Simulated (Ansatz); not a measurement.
# TaAgO3 (R3c): converging the G0W0 gap

Wanted: a G0W0 gap for TaAgO3 (R3c) that is converged in bands and cutoff, or an estimate of the limit.

Calculated with Ansatz 0.2.0; G0W0 on LDA, plane waves, PAW.

This is a report of a sequence of runs, with most program output left out.

In doubt: one-shot GW on d or f shells is unsure (steps 2, 3, 4, 5, 6), so the values of those runs are not to be relied on.

## (1) The structure

It takes space group R3c (No. 161, trigonal). Conventional cell: a = 5.528 Å, b = 5.528 Å, c = 13.716 Å, α = 90.00°, β = 90.00°, γ = 120.00°. Ta has 6 O at 1.96 to 2.03 Å nearest. Nearest to Ag lie 6 O at 2.40 to 2.78 Å. Nearest to O lie 2 Ta at 1.96 to 2.03 Å and 2 Ag at 2.40 to 2.78 Å. Farther neighbours and most contacts between anions are not listed.

Structure file:

```cif
data_structure
_symmetry_space_group_name_H-M 'R3c:H'
_symmetry_Int_Tables_number 161
_cell_length_a 5.5281
_cell_length_b 5.5281
_cell_length_c 13.7159
_cell_angle_alpha 90.000
_cell_angle_beta 90.000
_cell_angle_gamma 120.000
_cell_volume 363.00
loop_
_atom_site_label
_atom_site_type_symbol
_atom_site_symmetry_multiplicity
_atom_site_Wyckoff_symbol
_atom_site_fract_x
_atom_site_fract_y
_atom_site_fract_z
_atom_site_occupancy
Ta1 Ta 6 a 0.00000 0.00000 0.00264 1
Ag1 Ag 6 a 0.66667 0.33333 0.08433 1
O1 O 18 b 0.23299 0.33382 0.08139 1
```

Geometry: measured cell, ions relaxed with LDA. The runs that relaxed it are not among those shown. Spin-orbit coupling is left out unless a step names it.

## (2) 316 empty bands, screening to 110 eV

G0W0 replaces the xc potential by the self-energy, built once from these orbitals. Only a window of levels is corrected, while the sums run over the empty bands that the input names. This step takes hard PAW files.

File input.yaml:

```yaml
crystal:
  lattice:
    - [2.76405, 1.5958250116, 4.5719666667]
    - [-2.76405, 1.5958250116, 4.5719666667]
    - [0.0, -3.1916500231, 4.5719666667]
  atoms:
    - { symbol: Ta, position: [-0.0026385787, -0.0026385787, -0.0026385787] }
    - { symbol: Ta, position: [0.4973614213, 0.4973614213, 0.4973614213] }
    - { symbol: Ag, position: [0.249001027, 0.249001027, 0.249001027] }
    - { symbol: Ag, position: [0.749001027, 0.749001027, 0.749001027] }
    - { symbol: O, position: [0.8177770211, 0.6856263691, 0.2524341615] }
    - { symbol: O, position: [0.2524341615, 0.8177770211, 0.6856263691] }
    - { symbol: O, position: [0.6856263691, 0.2524341615, 0.8177770211] }
    - { symbol: O, position: [0.7524341615, 0.1856263691, 0.3177770211] }
    - { symbol: O, position: [0.1856263691, 0.3177770211, 0.7524341615] }
    - { symbol: O, position: [0.3177770211, 0.7524341615, 0.1856263691] }
kpoints:
  mp_grid: { grid: [4, 4, 4] }
hamiltonian:
  xc: lda
  pseudopotentials: { kind: paw, source: ansatz }
scf:
  occupations: { method: fixed }
gw:
  n_empty_bands: 316
  ecut_chi: 110.0
  qp_bands: [v3, c3]
  qp_kpoints: band_edges
  screening: { model: contour_deformation }
```

Run with:

```console
$ ansatz run input.yaml --threads 4 --pin off --max-ram 138240MiB --backend cuda --events-out ev --progress --plain --runs-dir out --devices 1 --max-vram 26GiB
```

It took 51 s on 1 × NVIDIA H100 80GB HBM3 (shared by 3 runs) with 4 threads of AMD EPYC 7R13 (Zen 3), shared host; peak memory 2.3 GiB.

Numbers from this step:

```yaml
bands_summed: 380
rpa_eps_infinity_on_this_mesh_eigenvalues: 6.843, 6.973, 6.973
plane_waves_in_the_screening_matrix: 331
q_points_in_the_mesh: 64
g0w0_gap_on_the_mesh: 3.329 eV
k_of_the_valence_top: 0, 0, 0
k_of_the_conduction_bottom: 0, -0.5, -0.5
starting_gap_on_the_mesh: 1.866 eV
z_at_the_valence_top: 0.7321
z_at_the_conduction_bottom: 0.7891
least_direct_g0w0_gap_on_the_computed_points: 3.351 eV
```

The gap on the mesh goes from 1.87 eV to 3.33 eV, a correction of +1.46 eV, though a band edge has moved to another state.

## (3) 719 empty bands, screening to 190 eV

Bands and screening cutoff are moved together, since each hides the error of the other.

input.yaml, as its differences from that of step 2:

```diff
@@ -24,4 +24,4 @@
 gw:
-  n_empty_bands: 316
-  ecut_chi: 110.0
+  n_empty_bands: 719
+  ecut_chi: 190.0
   qp_bands: [v3, c3]
```

Elapsed: 2 min, on 1 × NVIDIA H100 80GB HBM3 (shared by 3 runs) with 4 threads; peak memory 4.1 GiB; 3.5 min of CPU time.

Numbers from this step:

| Quantity | Value |
| --- | --- |
| bands summed | 783 |
| RPA ε∞ on this mesh (eigenvalues) | 6.817, 6.940, 6.940 |
| plane waves in the screening matrix | 725 |
| q-points in the mesh | 64 |
| G0W0 gap on the mesh | 3.405 eV |
| k of the valence top | 0, 0, 0 |
| k of the conduction bottom | 0, -0.5, -0.5 |
| starting gap on the mesh | 1.866 eV |
| Z at the valence top | 0.7275 |
| Z at the conduction bottom | 0.7867 |
| least direct G0W0 gap on the computed points | 3.437 eV |

Against the run with 4×4×4 mesh, 316 empty bands, screening to 110 eV, hard PAW files, the gap moves by +0.08 eV.

## (4) 1218 empty bands, screening to 270 eV

input.yaml, as its differences from that of step 3:

```diff
@@ -24,4 +24,4 @@
 gw:
-  n_empty_bands: 719
-  ecut_chi: 190.0
+  n_empty_bands: 1218
+  ecut_chi: 270.0
   qp_bands: [v3, c3]
```

It took 4.6 min on 1 × NVIDIA H100 80GB HBM3 (shared by 3 runs) with 4 threads; peak memory 7.1 GiB; 8.1 min of CPU time.

Numbers from this step:

```
bands summed                                 : 1282
RPA ε∞ on this mesh (eigenvalues)            : 6.805, 6.928, 6.928
plane waves in the screening matrix          : 1243
G0W0 gap on the mesh                         : 3.457 eV
k of the valence top                         : 0, 0, 0
k of the conduction bottom                   : 0, -0.5, -0.5
starting gap on the mesh                     : 1.866 eV
least direct G0W0 gap on the computed points : 3.496 eV
```

Against the run with 4×4×4 mesh, 719 empty bands, screening to 190 eV, hard PAW files, the gap moves by +0.05 eV.

## (5) 2035 empty bands, screening to 380 eV

input.yaml, as its differences from that of step 4:

```diff
@@ -24,4 +24,4 @@
 gw:
-  n_empty_bands: 1218
-  ecut_chi: 270.0
+  n_empty_bands: 2035
+  ecut_chi: 380
   qp_bands: [v3, c3]
```

It took 9.3 min on 1 × NVIDIA H100 80GB HBM3 (shared by 3 runs) with 4 threads; peak memory 14 GiB; 17 min of CPU time.

Numbers from this step:

```
bands summed                                 : 2099
RPA ε∞ on this mesh (eigenvalues)            : 6.800, 6.923, 6.923
plane waves in the screening matrix          : 2049
G0W0 gap on the mesh                         : 3.507 eV
k of the valence top                         : 0, 0, 0
k of the conduction bottom                   : 0, -0.5, -0.5
starting gap on the mesh                     : 1.866 eV
least direct G0W0 gap on the computed points : 3.547 eV
```

Against the run with 4×4×4 mesh, 1218 empty bands, screening to 270 eV, hard PAW files, the gap moves by +0.05 eV.

## (6) Changing the k mesh: 6×6×6 mesh, 316 empty bands, screening to 110 eV, hard PAW files

Only the mesh changes. It samples the long-range screening, which converges on its own terms. Bands and cutoff differ from the step before, so it is read against an earlier run that matches them.

input.yaml, as its differences from that of step 5:

```diff
@@ -17,3 +17,3 @@
 kpoints:
-  mp_grid: { grid: [4, 4, 4] }
+  mp_grid: { grid: [6, 6, 6] }
 hamiltonian:
@@ -24,4 +24,4 @@
 gw:
-  n_empty_bands: 2035
-  ecut_chi: 380
+  n_empty_bands: 316
+  ecut_chi: 110.0
   qp_bands: [v3, c3]
```

Run time: 6.4 min. Hardware: 1 × NVIDIA H100 80GB HBM3 (shared by 3 runs) with 4 threads; peak memory 3.8 GiB.

Numbers from this step:

| Property | Result |
| --- | --- |
| bands summed | 380 |
| RPA ε∞ on this mesh (eigenvalues) | 6.665, 6.847, 6.847 |
| plane waves in the screening matrix | 331 |
| G0W0 gap on the mesh | 3.335 eV |
| k of the valence top | 0, 0, 0 |
| k of the conduction bottom | 0, -0.5, -0.5 |
| starting gap on the mesh | 1.850 eV |
| least direct G0W0 gap on the computed points | 3.356 eV |

Against the run with 4×4×4 mesh, 316 empty bands, screening to 110 eV, hard PAW files, the gap moves by +0.005 eV.

## (7) Convergence and cost

Times are wall times on 1 × NVIDIA H100 80GB HBM3 (shared by 3 runs) with 4 threads of AMD EPYC 7R13 (Zen 3), shared host, good to a factor of about two.

| mesh | files | frequency | bands summed | cutoff (eV) | start (eV) | G0W0 (eV) | time | host memory (GiB) |
| --- | --- | --- | --- | --- | --- | --- | --- | --- |
| 4×4×4 | hard PAW | contour deformation | 380 | 110 | 1.866 | 3.329 | 51 s | 2.3 |
| 4×4×4 | hard PAW | contour deformation | 783 | 190 | 1.866 | 3.405 | 2 min | 4.1 |
| 4×4×4 | hard PAW | contour deformation | 1282 | 270 | 1.866 | 3.457 | 4.6 min | 7.1 |
| 4×4×4 | hard PAW | contour deformation | 2099 | 380 | 1.866 | 3.507 | 9.3 min | 14 |
| 6×6×6 | hard PAW | contour deformation | 380 | 110 | 1.850 | 3.335 | 6.4 min | 3.8 |

How the two edges are built up, in eV (the quasiparticle level is the starting level plus Σx plus Σc less Vxc):

| run | edge | start | Σx | Σc | Vxc | Z | QP |
| --- | --- | --- | --- | --- | --- | --- | --- |
| 380 bands | valence top | 12.85 | -29.50 | 4.85 | -24.36 | 0.73 | 12.56 |
| 380 bands | conduction bottom | 14.85 | -13.17 | -4.75 | -18.96 | 0.79 | 15.89 |
| 783 bands | valence top | 12.85 | -29.50 | 4.59 | -24.36 | 0.73 | 12.29 |
| 783 bands | conduction bottom | 14.85 | -13.17 | -4.94 | -18.96 | 0.79 | 15.70 |
| 1282 bands | valence top | 12.85 | -29.50 | 4.44 | -24.36 | 0.73 | 12.15 |
| 1282 bands | conduction bottom | 14.85 | -13.17 | -5.04 | -18.96 | 0.79 | 15.60 |
| 2099 bands | valence top | 12.85 | -29.50 | 4.33 | -24.36 | 0.72 | 12.03 |
| 2099 bands | conduction bottom | 14.85 | -13.17 | -5.10 | -18.96 | 0.79 | 15.54 |

 Where G0W0 reorders the edges (380 bands, 783 bands, 1282 bands and 2099 bands), the two states listed lie further apart at the start than the starting gap.

## (8) Summary of results

* 380 bands, 110 eV: 3.329 eV
* 783 bands, 190 eV: 3.405 eV
* 1282 bands, 270 eV: 3.457 eV
* 2099 bands, 380 eV: 3.507 eV
* estimated limit in bands and cutoff: 3.59 eV
* mesh and start: 4×4×4, LDA

A line in one over the bands through the two highest rungs gives 3.59 eV, +0.08 eV from the top rung; the pair below gives 3.54 eV, so the estimate is still climbing. The rungs stand 0.26 eV (380 bands), 0.18 eV (783 bands), 0.13 eV (1282 bands) and 0.08 eV (2099 bands) from it. From 380 to 2099 bands the gap moves by +0.18 eV while the time grows 11-fold. Σc changes by −0.52 eV at the valence top and −0.35 eV at the conduction bottom, so the levels themselves move more than the gap between them. On the 6×6×6 mesh in place of 4×4×4 the gap differs by +0.01 eV, of which −0.02 eV is already in the start. The cheapest rung within 0.1 eV of this estimate is that with 2099 bands (9.3 min). Gaps are over the mesh's points; an edge off the mesh would be missed. A d shell, filled or nearly so, lies near the gap. One-shot GW converges very slowly in bands there, not always from below, and on a semilocal start the gap tends to come out low; starts rich in exact exchange can overshoot instead. The many-body steps are scalar-relativistic: spin-orbit coupling is not in them.

[Paths, hosts, dates, memory and timing lines, banners, echoed tables and standing remarks are left out of the program output.]

[Logs are printed without paths, hosts, clocks, repeated set-up lines and the standing remarks that a program may print on its own settings, such as how far it seeks lower states.]

[Runs of the session that timed out or met a known fault of the program may be left out.]

[Cells called generated may have been cut or substituted from an entry of the Crystallography Open Database or the Materials Project.]

[Hosts, paths, dates, database ids (printed as entryN), source tags and the programs' standing remarks are cut or masked in the printed files.]
